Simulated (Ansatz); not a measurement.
# InGa2 (built on the sites of a database entry of YGa2): from the cell to its phonons, part 2 of 2

Aim: the phonons of InGa2 (built on the sites of a database entry of YGa2) at a cell relaxed beforehand at this level. After the zone centre comes a 3×3×4 q mesh on a 12×12×12 k mesh.

Ansatz 0.2.0; DFT PBEsol, scalar-relativistic, plane waves, PAW.

So far. Step 2 (Linear response at the zone centre): Before it was imposed, the acoustic sum rule was missed by 6.3e-5 eV/Å². Small misses are needed for a sound result but don't prove that mesh and cutoff are converged. The lowest optical mode is real, 18.8 cm⁻¹.

The structure was built from a prototype and need not be the compound's stable phase.

## Step 3: Phonons on a q mesh

Stability and thermal properties need the whole zone. Linear response on a 3×3×4 q mesh gives force constants as far as a supercell of that size would.

Contents of input.yaml:

```yaml
crystal:
  lattice:
    - [4.7225845166, 0.0, 0.0]
    - [-2.3612922583, 4.0898781629, 0.0]
    - [0.0, 0.0, 3.2159696864]
  atoms:
    - { symbol: In, position: [0.0, 0.0, 0.0] }
    - { symbol: Ga, position: [0.3333333333, 0.6666666667, 0.5] }
    - { symbol: Ga, position: [0.6666666667, 0.3333333333, 0.5] }
kpoints:
  mp_grid: { grid: [12, 12, 12] }
hamiltonian:
  xc: pbesol
scf:
  occupations: { method: methfessel_paxton, width: 0.2 }
output:
  eigenvalues: true
phonons:
  method: dfpt
  qmesh: [3, 3, 4]
  temperatures: { t_max: 1000, t_step: 50 }
  qpath:
    path:
      - [[0.0, 0.0, 0.0], [0.5, 0.0, 0.0], [0.33333333, 0.33333333, 0.0], [0.0, 0.0, 0.0], [0.0, 0.0, 0.5], [0.5, 0.0, 0.5], [0.33333333, 0.33333333, 0.5], [0.0, 0.0, 0.5]]
      - [[0.5, 0.0, 0.5], [0.5, 0.0, 0.0]]
      - [[0.33333333, 0.33333333, 0.5], [0.33333333, 0.33333333, 0.0]]
    npoints: 10
```

On the command line:

```
$ ansatz run input.yaml --threads 8 --pin off --max-ram 14336MiB --backend cpu --events-out ev --progress --plain --runs-dir out
```

Numbers of over 12 decimals in the logs are rounded to 6 here.

Log:

```text
[...]
Crystal: 3 atoms, lattice volume = 62.116 Å³
Basis set: ecut = 420 eV, 1217 PW (Γ), exchange–correlation on 64×64×48 points (8 copies of the dense FFT grid, shifted against one another)
Bands: 24, of which v1, the nominal top of the filled ones, is band 20 counted from 1 (19 counted from 0)
Symmetry: 24 space group operations
k-points: 133 of 1728
[...]
SCF iter   1: F=—  HF=-13011.651312 eV  |F-HF|=—  |Δ(HF+E_count)|=         —  Δρ=2.42e-3  dr2=3.71e-3  ethr=1.77e-3  ⟨swp⟩=5.2  Hψ=12520  notcnv=0
[...]
SCF iter  10: F=-13011.647519 eV  HF=-13011.647519 eV  |F-HF|=9.09e-12  |Δ(HF+E_count)|=  2.20e-10  S|Δr|=    0.00e0  Δρ=8.19e-8  dr2=3.45e-12  ethr=1.00e-12  ⟨swp⟩=5.4  Hψ=17830  notcnv=0
SCF 1 converged in 10 iterations: F = -13011.647519 eV  dr2 = 3.45e-12
[...]
phonons: the bands overlap, so this run is a metal and interpolates without the dipole-dipole term. If the crystal is really an insulator or semiconductor, its LO-TO splitting is missing
NSCF: frozen V_eff on 133 k-points
[...]
DFPT response loops at q = (0, 0, 0) (fractional): preconditioner auto → Kerker (q_TF=auto, 2.525 Å⁻¹) (partly filled bands, converged f_vac=0.000); β = 1.00, the filter's whole step (`scf.mixing.beta` (0.50) is not read by the response loops under this deck's `scf.mixing.preconditioner`; to damp them name `kerker` or `kerker_dos`, under which they read `scf.mixing.beta`, and type it under 1.00, their step now; both keys bind the ground state too); Broyden in place of MSR1
[...]
SCF converged after 10 iterations
[...]
Free energy (F): -13011.647519 eV
[...]
Internal energy: -13011.648111 eV  (E = F + TS)
E sigma→0 (E₀):  -13011.647667 eV
Entropy (-TS):   0.000593 eV (0.198 meV/atom)
Fermi energy:    10.174176 eV
[...]
--- Band table (eV; the first three rows and the last of 133) ---
  k-point 0: bands = [... 16 lower, 7.9280, 8.6183, 9.2434, 9.2434, 9.4816, 9.4816, 13.5377, 17.1834]
  k-point 1: bands = [... 16 lower, 8.0194, 8.6415, 9.3228, 9.3228, 9.6044, 9.6044, 12.4891, 18.4642]
  k-point 2: bands = [... 16 lower, 8.2943, 8.5727, 9.5544, 9.5544, 9.9688, 9.9688, 10.9415, 17.7347]
  k-point 132: bands = [... 16 lower, 5.3024, 6.5165, 7.0156, 7.7329, 7.7329, 14.2770, 15.2716, 15.2716]
--- Phonons (Γ-DFPT): 4 representative perturbations + reference (Σ response iterations 13) ---
  ASR residual: 6.302e-5 → 0.000e0 eV/Å²; symmetrization residual: 2.678e-6 eV/Å²
  ASR residual per site (eV/Å²): 6.30e-5 1.27e-5 1.27e-5
  Γ frequencies (cm⁻¹): 0.00 0.00 0.00 18.77 66.62 102.55 102.55 148.00 148.00
--- Phonons (arbitrary-q DFPT): 9 irreducible q on the 3×3×4 mesh ---
  q = [0.0000, 0.0000, 0.0000] (star 1, of the zone-centre solve; hermiticity 1.57e-6, symmetrization 1.42e-11): -0.00 0.00 0.00 18.77 66.62 102.55 102.55 148.00 148.00
  q = [0.0000, 0.0000, 0.2500] (star 2, 4 solved perturbations in 1488 linear systems a pass and spin channel, the states on 516 of 1728 k-point pairs; hermiticity 1.11e-6, symmetrization 7.51e-12): 3.87 28.33 28.33 58.07 87.56 87.56 94.78 142.67 142.67
[...]
q = [0.0000, 0.3333, 0.0000] (star 6, 6 solved perturbations on 546 of 1728 k-point pairs; hermiticity 2.34e-6, symmetrization 1.29e-8): 11.24 26.91 31.60 58.47 64.31 70.76 78.07 135.86 163.41
[...]
sum rule: each row above includes the acoustic sum rule's correction from the zone centre's row sums; it moved no ω² by more than (0.39 cm⁻¹)²
  mesh force constants: q→R imaginary residual 1.14e-16; ASR residual 6.302e-5 → 0.000e0 eV/Å²; symmetrization residual 5.329e-15 eV/Å²
  interpolated dispersion: 93 rows × 9 modes
  density of states and harmonic sums: on the 15×15×20 q-mesh, interpolated from the force constants of a 3×3×4 supercell (no non-analytic term)
  largest difference from the sums on the solved wave vectors: F 1.03e-1 eV, S 1.29e-4 and C_V 2.58e-5 eV/K
  zero-point energy: 0.041845 eV/cell   skipped modes (ω ≤ 0): 175, of them read as no rigid motion or as one in doubt: 172 (6.164e-1 modes/cell left out, lowest -42.43 cm⁻¹)   left out of the sums: 6.86e-2 of the cell's modes: C_V's classical limit lies that fraction below 3 k_B per atom; for a crystal, a wire or a layer, F and S can be off by more, and a phonons.interpolated_qmesh denser along its periods is the remedy for the sampling
```

The job ended after 8.6 min (8 threads of AMD EPYC 7R13 (Zen 3), shared host; peak memory 3.7 GiB; 63 min of CPU time).

Numbers from this step:

```
lowest frequency on the path                            : -42.47 cm⁻¹
highest frequency on the path or at a solved wavevector : 171.7 cm⁻¹
lowest mode on the q mesh (acoustic modes at Γ apart)   : -38.91 cm⁻¹
```

Frequencies (cm⁻¹) solved at each irreducible wavevector; negative means imaginary. Frequencies by wavevector, by row:

```
q in reciprocal lattice units  star  mode 1  mode 2  mode 3  mode 4  mode 5  mode 6  mode 7  mode 8  mode 9
                        0 0 0     1       0       0       0    18.8    66.6   102.5   102.5     148     148
                     0 0 0.25     2     3.9    28.3    28.3    58.1    87.6    87.6    94.8   142.7   142.7
                     0 0 -0.5     1    14.1    55.9    55.9    60.1    60.1    77.2     120   142.5   142.5
                   0 0.3333 0     6    11.2    26.9    31.6    58.5    64.3    70.8    78.1   135.9   163.4
                0 0.3333 0.25    12    -4.4    28.2    35.2    64.6    68.7    84.8    97.5   138.8   154.3
                0 0.3333 -0.5     6     -32    31.9    52.4    60.7    61.9    98.5   112.2   145.7   146.9
              0.3333 0.3333 0     2    25.8    43.1    43.1    47.1    47.1    48.9   125.4   125.4   159.5
           0.3333 0.3333 0.25     4   -10.5   -10.5    41.2    66.1    66.1    82.3   118.5   118.5   158.5
           0.3333 0.3333 -0.5     2   -38.9   -38.9    45.8    86.6    86.6    99.9   107.1   107.1   171.7
```

Interpolated from a 3×3×4 q mesh. The phonon branches at the labelled points (cm⁻¹):

```
    point  branch 1  branch 2  branch 3  branch 4  branch 5  branch 6  branch 7  branch 8  branch 9
        Γ         0         0         0        19        67       102       102       148       148
  halfway         9        19        23        61        61        77        82       142       158
        M        15        43        43        51        54        54        95       126       168
  halfway        29        33        44        48        52        52       107       130       164
        K        26        43        43        47        47        49       125       125       160
  halfway        18        21        22        60        68        75        76       144       157
        Γ         0         0         0        19        67       102       102       148       148
  halfway         4        28        28        58        88        88        95       143       143
        A        14        56        56        60        60        77       120       142       142
  halfway       -16        34        54        55        59        95       119       143       145
        L       -42        30        52        62        87        91       101       149       149
  halfway       -42       -20        48        73        92        96        97       128       165
        H       -39       -39        46        87        87       100       107       107       172
  halfway        -6         3        52        58        65        95       119       135       153
        A        14        56        56        60        60        77       120       142       142
jump to L       -42        30        52        62        87        91       101       149       149
  halfway        -4        29        46        56        75        78       102       133       158
        M        15        43        43        51        54        54        95       126       168
jump to H       -39       -39        46        87        87       100       107       107       172
  halfway       -10       -10        41        66        66        82       118       118       158
        K        26        43        43        47        47        49       125       125       160
```

The phonon branches as a text plot (rows in cm⁻¹):

```
    167 |    ****                        ****          *****
    158 |  **    ******                 *    *      ***     *****
    149 |**           ******        ****      **  **
    140 |  **       **      *********  *       ***  *
    132 |    ** ** *                    *    **      **
    123 |      *  *             ****     *  * ****     ***   ****
    114 |        * *          **    **    ****            ***
    105 |*      *       ***           **  **      *****
     96 | *   **    *      ***      *** *******        *****
     87 |  *         ***    **    **   ** **   ** **        *
     78 |   **        *    *  ****    *  * **    *  **    ** *
     69 |** **       *  ***   **        *   ***       *     ***
     60 |  ***      ****     *  ********      ******** *      **
     51 |  *  ******        *   *********   ****  *** ****     **
     42 |     ******   *   *  **         ***    *    *********  *
     33 |    *  **  *              ****        *  ***  *      **
     24 | * **  ******      **         *             ***      * *
     16 |*** ***      ******   *****           ***      **
      7 |****          ** * ***               *
     -2 |                *                    *      *
    -11 |                               *                    *
    -20 |                                    *      *       *
    -29 |                           *    *  **             *
    -38 |                            *******      **      *
         Γ     M  K      Γ       A     L  H     A|L     M|H     K
```

The phonon density of states has structure finer than the step of the table below, so its rows give means over 10 cm⁻¹, whole bins alone (the curve runs from -43 to 173 cm⁻¹). Peaks (cm⁻¹: height): 27.0: 0.0940, 65.0: 0.129, 95.0: 0.0686, 141.0: 0.0837, 157.0: 0.0746.

Tetrahedra on a 15×15×20 mesh, mean over bins of 2 cm-1. Interpolated from a 3×3×4 q mesh. Table of phonon density of states by wavenumber; means over each step:

```
wavenumber (cm⁻¹)  phonon density of states (1/cm⁻¹/cell)
              -30                                  0.0153
              -20                                  0.0150
              -10                                  0.0150
                0                                  0.0128
               10                                  0.0279
               20                                  0.0580
               30                                  0.0689
               40                                  0.0481
               50                                  0.0532
               60                                  0.0930
               70                                  0.0849
               80                                  0.0564
               90                                  0.0562
              100                                  0.0451
              110                                  0.0315
              120                                  0.0147
              130                                  0.0340
              140                                  0.0606
              150                                  0.0407
              160                                  0.0533
```

The partial phonon density of states has structure finer than the step of the table below, so its rows give means over 5 cm⁻¹, whole bins alone (the curve runs from -52.1 to 186 cm⁻¹). Peaks (cm⁻¹: height): Ga -22.1: 0.0128, 25.8: 0.0642, 64.7: 0.0556, 141.0: 0.0638, 157.5: 0.0611; In 25.8: 0.0229, 64.7: 0.0627.

Phonopy on the run's constants, 13x13x17 mesh, Gaussian sigma 2.0 cm-1. Interpolated from a 3×3×4 q mesh. Partial phonon density of states against wavenumber; means over each step; values in 1/cm⁻¹/cell:

```
wavenumber (cm⁻¹)       Ga       In
              -45  0.00107   8.1e-4
              -40  0.00646  0.00471
              -35  0.00859  0.00595
              -30  0.00998  0.00609
              -25   0.0102  0.00551
              -20   0.0118  0.00571
              -15   0.0106  0.00335
              -10   0.0118  0.00242
               -5  0.00823  0.00137
                0  0.00699  0.00158
                5   0.0146  0.00361
               10   0.0229  0.00642
               15   0.0343  0.00959
               20   0.0397   0.0137
               25   0.0597   0.0212
               30   0.0508   0.0173
               35   0.0400   0.0127
               40   0.0392  0.00953
               45   0.0414  0.00791
               50   0.0370   0.0181
               55   0.0292   0.0350
               60   0.0394   0.0500
               65   0.0527   0.0603
               70   0.0373   0.0447
               75   0.0293   0.0314
               80   0.0271   0.0279
               85   0.0294   0.0263
               90   0.0267   0.0259
               95   0.0306   0.0292
              100   0.0222   0.0186
              105   0.0234   0.0191
              110   0.0164   0.0146
              115  0.00926   0.0116
              120  0.00827  0.00873
              125   0.0121  0.00263
              130   0.0322  0.00477
              135   0.0380  0.00549
              140   0.0575  0.00626
              145   0.0506  0.00369
              150   0.0368  0.00264
              155   0.0504  0.00467
              160   0.0500  0.00510
              165   0.0211  0.00310
              170  0.00474   9.8e-4
              175   2.2e-4   5.9e-5
              180   1.0e-6        0
```

Symmetry leaves 9 wavevectors to solve. The lowest mode among them, the acoustic zeros apart, lies at q = (0.333, 0.333, -0.5) and is imaginary, 38.9i cm⁻¹, so the energy falls along it. Between them the interpolated path dips to 42i cm⁻¹.

## Step 4: Isotope substitution, element Ga, natural mass 69.723 amu

An isotope changes the mass and not the force constants, so no new electronic calculation is needed; the shifts show which modes move this element.

The same force constants with the mass of Ga changed from 69.723 to 70.925 u (phonopy, no LO-TO term). Both lists are sorted by frequency; levels can cross, so a row need not hold one and the same mode. Modes under 3 cm⁻¹ are left out. Isotope shifts, by row:

```
         q  rank  natural mass (cm⁻¹)  changed mass (cm⁻¹)
     0 0 0     4                18.77                18.61
     0 0 0     5                66.62                66.36
     0 0 0     6                102.5                102.2
     0 0 0     7                102.5                102.2
     0 0 0     8                  148                146.7
     0 0 0     9                  148                146.7
  0 0 0.25     1                 3.87                 3.83
  0 0 0.25     2                28.33                28.19
  0 0 0.25     3                28.33                28.19
  0 0 0.25     4                58.07                57.64
  0 0 0.25     5                87.56                87.22
  0 0 0.25     6                87.56                87.22
  0 0 0.25     7                94.78                94.68
  0 0 0.25     8                142.7                141.4
  0 0 0.25     9                142.7                141.4
  0 0 -0.5     1                14.05                13.93
  0 0 -0.5     2                55.93                55.93
  0 0 -0.5     3                55.93                55.93
  0 0 -0.5     4                60.11                 59.6
  0 0 -0.5     5                60.11                 59.6
  0 0 -0.5     6                77.16                 76.5
  0 0 -0.5     7                  120                  120
  0 0 -0.5     8                142.5                141.3
  0 0 -0.5     9                142.5                141.3
0 0.3333 0     1                11.24                11.16
0 0.3333 0     2                26.91                26.76
0 0.3333 0     3                 31.6                31.38
0 0.3333 0     4                58.47                58.29
0 0.3333 0     5                64.31                64.13
0 0.3333 0     6                70.76                70.47
0 0.3333 0     7                78.07                77.58
0 0.3333 0     8                135.9                134.8
0 0.3333 0     9                163.4                162.2
```

A mode of this element alone would shift by -0.85 %. The highest zone-centre frequency without the field goes from 148.0 to 146.7 cm⁻¹ (-0.9 %).

## Step 5: Isotope substitution, element In, natural mass 114.818 amu

The same for In, from 114.82 to 112.90 u.

The same force constants with the mass of In changed from 114.818 to 112.904 u (phonopy, no LO-TO term). Both lists are sorted by frequency; levels can cross, so a row need not hold one and the same mode. Modes under 3 cm⁻¹ are left out. Isotope shifts, by row:

```
         q  rank  natural mass (cm⁻¹)  changed mass (cm⁻¹)
     0 0 0     4                18.77                18.77
     0 0 0     5                66.62                66.93
     0 0 0     6                102.5                  103
     0 0 0     7                102.5                  103
     0 0 0     8                  148                  148
     0 0 0     9                  148                  148
  0 0 0.25     1                 3.87                 3.87
  0 0 0.25     2                28.33                28.43
  0 0 0.25     3                28.33                28.43
  0 0 0.25     4                58.07                58.13
  0 0 0.25     5                87.56                87.96
  0 0 0.25     6                87.56                87.96
  0 0 0.25     7                94.78                95.48
  0 0 0.25     8                142.7                142.7
  0 0 0.25     9                142.7                142.7
  0 0 -0.5     1                14.05                14.05
  0 0 -0.5     2                55.93                 56.4
  0 0 -0.5     3                55.93                 56.4
  0 0 -0.5     4                60.11                60.11
  0 0 -0.5     5                60.11                60.11
  0 0 -0.5     6                77.16                77.16
  0 0 -0.5     7                  120                  121
  0 0 -0.5     8                142.5                142.5
  0 0 -0.5     9                142.5                142.5
0 0.3333 0     1                11.24                11.26
0 0.3333 0     2                26.91                26.99
0 0.3333 0     3                 31.6                31.64
0 0.3333 0     4                58.47                58.79
0 0.3333 0     5                64.31                64.68
0 0.3333 0     6                70.76                71.07
0 0.3333 0     7                78.07                78.24
0 0.3333 0     8                135.9                135.9
0 0.3333 0     9                163.4                163.6
```

A mode of this element alone would shift by +0.84 %. The highest zone-centre frequency without the field goes from 148.0 to 148.0 cm⁻¹ (+0.0 %).

## Step 6: Results

```
space group (within 0.01 Å)                             : P6/mmm
volume per atom                                         : 20.7 Å³
electronic character                                    : no gap on this mesh
highest optical mode at the zone centre (no LO-TO term) : 148 cm⁻¹
lowest optical zone-centre mode                         : 18.8 cm⁻¹
lowest mode on the q mesh (acoustic modes at Γ apart)   : -38.9 cm⁻¹
highest frequency on the path or at a solved wavevector : 172 cm⁻¹
imaginary modes on the 3×3×4 q mesh                     : yes
```

**Reading.** Modes are clearly imaginary (beyond 10i cm⁻¹) at 3 of the 9 irreducible wavevectors, most at q = (0.333, 0.333, -0.5) (38.9i cm⁻¹), so this structure is not a minimum of the energy. The optical modes at Γ span 19 to 148 cm⁻¹. The highest mode in this list at Γ, 148.0 cm⁻¹, is mostly motion of Ga (100 % of the kinetic energy). With no gap, or one that is small against the smearing, the frequencies hang on the k mesh and the smearing, most of all near Kohn anomalies. The phonon runs are without spin polarisation, although the cell has an odd electron count. A phonon run warned that its eigensolver left some bands unconverged in a pass. The starting cell was built on a prototype and not taken from a measurement, so the phase need not exist. These are harmonic frequencies at zero temperature: anharmonic shifts, linewidths and thermal expansion are left out.

[Logs are printed without paths, hosts, clocks, repeated set-up lines and the standing remarks that a program may print on its own settings, such as how far it seeks lower states.]

[Hosts, paths, dates, database ids (printed as entryN), source tags and the programs' standing remarks are cut or masked in the printed files.]
